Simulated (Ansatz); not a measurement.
# Wurtzite SiC, size series (72 atoms) under strain: runs compared

How stiff is wurtzite SiC, size series (72 atoms), and how do its levels respond to strain?

Computed with Ansatz 0.2.0: Kohn-Sham DFT, PBE, PAW (set soft_2), plane waves.

### 1. The cell as built

The cell holds 72 atoms: 36 Si and 36 C. Its edges and angles: a = 9.228 Å, b = 9.228 Å, c = 10.096 Å, α = 90.0°, β = 90.0°, γ = 120.0°. It derives from SiC (wurtzite), repeated 3×3×2. Wurtzite SiC (a = 3.076 Å, c = 5.048 Å), 3 x 3 x 2 conventional cells; ideal positions.

What the set-up can't give: Only the Γ point is sampled.

### 2. The reference run

The reference is a single point at the end of the relaxation.

Every strained cell starts from the geometry of this run, and its atoms are relaxed with the cell held.

Its input, with most atom lines left out:

```yaml
crystal:
  lattice:
    - [9.31108, 0.0, 0.0]
    - [-4.65554, 8.06363, 0.0]
    - [0.0, 0.0, 10.1051]
  atoms:
    - { symbol: Si, position: [1.0, 1.0, 0.00085] }
    - { symbol: C, position: [0.11111, 0.22222, 0.06165] }
    - { symbol: Si, position: [0.11111, 0.22222, 0.25085] }
    - { symbol: C, position: [1.0, 1.0, 0.31165] }
    - { symbol: Si, position: [1.0, 1.0, 0.50085] }
    - { symbol: C, position: [0.11111, 0.22222, 0.56165] }
    - { symbol: Si, position: [0.11111, 0.22222, 0.75085] }
    [... atom lines 8 to 72 left out ...]
kpoints:
  mp_grid: { grid: [1, 1, 1] }
hamiltonian:
  xc: pbe
scf:
  occupations: { method: fermi_dirac, width: 0.025 }
output:
  forces: true
  stress: true
  populations: true
  dos:
    method: { smearing: { sigma: 0.15 } }
    de: 0.1
    projected: { site_lists: { C: [C], Si: [Si] } }
  eigenvalues: true
  write_density: true
  write_potential: true
  volumetric_format: npy
  elf: true
```

- free energy per atom: -443.4531 eV/atom
- r.m.s. force component: 1.00e-5 eV/Å
- pressure: 0.0006119 GPa

Filled and empty levels are parted by 2.33 eV at Γ alone; the mesh holds the band edges only if they fold onto it, so the gap at this level can be narrower or closed, while semilocal functionals tend to narrow gaps against experiment.

### 3. The runs

Each row is one run, on 4 threads of Arm Neoverse V1, shared host. The free energy is the program's total, comparable only between runs with the same functional, potentials and atoms.

| run | atoms | outcome | ionic steps, all passes | free energy (eV) | time | host memory (GiB) |
| --- | --- | --- | --- | --- | --- | --- |
| Single point at the start | 72 | converged | - | -31928.327 | 2.7 s | 0.79 |
| Cell and atoms relaxed | 72 | converged | 8 | -31928.623 | 24 s | 0.80 |
| Single point at the relaxed geometry | 72 | converged | - | -31928.623 | 5.4 s | 0.81 |
| Volume -3 % | 72 | converged | 2 | -31928.151 | 7.4 s | 0.81 |
| Volume +3 % | 72 | converged | 2 | -31928.194 | 7.6 s | 0.83 |
| Volume -6 % | 72 | converged | 2 | -31926.624 | 7.2 s | 0.80 |
| Volume +6 % | 72 | converged | 2 | -31926.984 | 7.8 s | 0.85 |
| Volume -10 % | 72 | converged | 2 | -31922.654 | 7 s | 0.78 |
| Stretched by 1 % along x | 72 | converged | 2 | -31928.504 | 8.6 s | 0.83 |
| Compressed by 1 % along x | 72 | converged | 3 | -31928.500 | 12 s | 0.82 |
| Sheared by 2 % in xy | 72 | converged | 3 | -31928.434 | 12 s | 0.83 |

In some runs the program notes that positions were snapped to a detected symmetry and the SCF threshold is loose for the stress.

### 4. Pressure against volume

Atoms are relaxed at each volume, in the scaled cell.

```csv
volume change (%),volume (Å³/atom),energy change (meV/atom),pressure (GPa),largest move on relaxing (Å),bonds,gap (eV)
-10,9.484,82.90,27.41,0.00,144,2.13
-6,9.905,27.77,14.82,0.00,144,2.21
-3,10.221,6.56,6.87,0.00,144,2.27
+0,10.538,0.00,0.00,-,144,2.33
+3,10.854,5.96,-5.93,0.00,144,2.38
+6,11.170,22.77,-11.03,0.00,144,2.43
```

### 5. Uniaxial strain and shear

Stress (GPa, compression positive) less that of the relaxed cell, atoms relaxed:

| strain | xx | yy | zz | xy | energy change (meV/atom) |
| --- | --- | --- | --- | --- | --- |
| stretched by 1 % along x | -5.031 | -0.904 | -0.333 | 0.000 | 1.66 |
| compressed by 1 % along x | 5.131 | 1.081 | 0.437 | 0.000 | 1.71 |
| sheared by 2 % in xy | -0.020 | 0.115 | -0.019 | -3.934 | 2.62 |

### 6. Findings

The bulk modulus, from the slope of pressure against ln V over the three points nearest the relaxed volume, is 213 GPa; a quadratic over all points gives a pressure derivative of about 4.1. The gap goes from 2.13 eV at the smallest volume to 2.43 eV at the largest, +1.9 eV per unit of ln V by a straight line, on the run's k-points. In the Cartesian axes of the cell, finite differences give C11 = 508, C12 = 99.2, C13 = 38.5 and C66 = 197 GPa (the shear of 2 % is the engineering strain, εxy = 0.01).

**Limits.** Strains are finite and relaxations stop at the force tolerance of the input, which can leave moduli too stiff; they are those of a static cell at zero temperature. Volumes are changed with the cell's shape held, so in an anisotropic solid the modulus lies over the one under free hydrostatic load. The program notes that the SCF threshold of the relaxations is loose for the stress.

The DFT runs together took 1.7 min of wall time.

[Logs are printed without paths, hosts, clocks, repeated set-up lines and the standing remarks that a program may print on its own settings, such as how far it seeks lower states.]

[Hosts, paths, dates, database ids (printed as entryN), source tags and the programs' standing remarks are cut or masked in the printed files.]
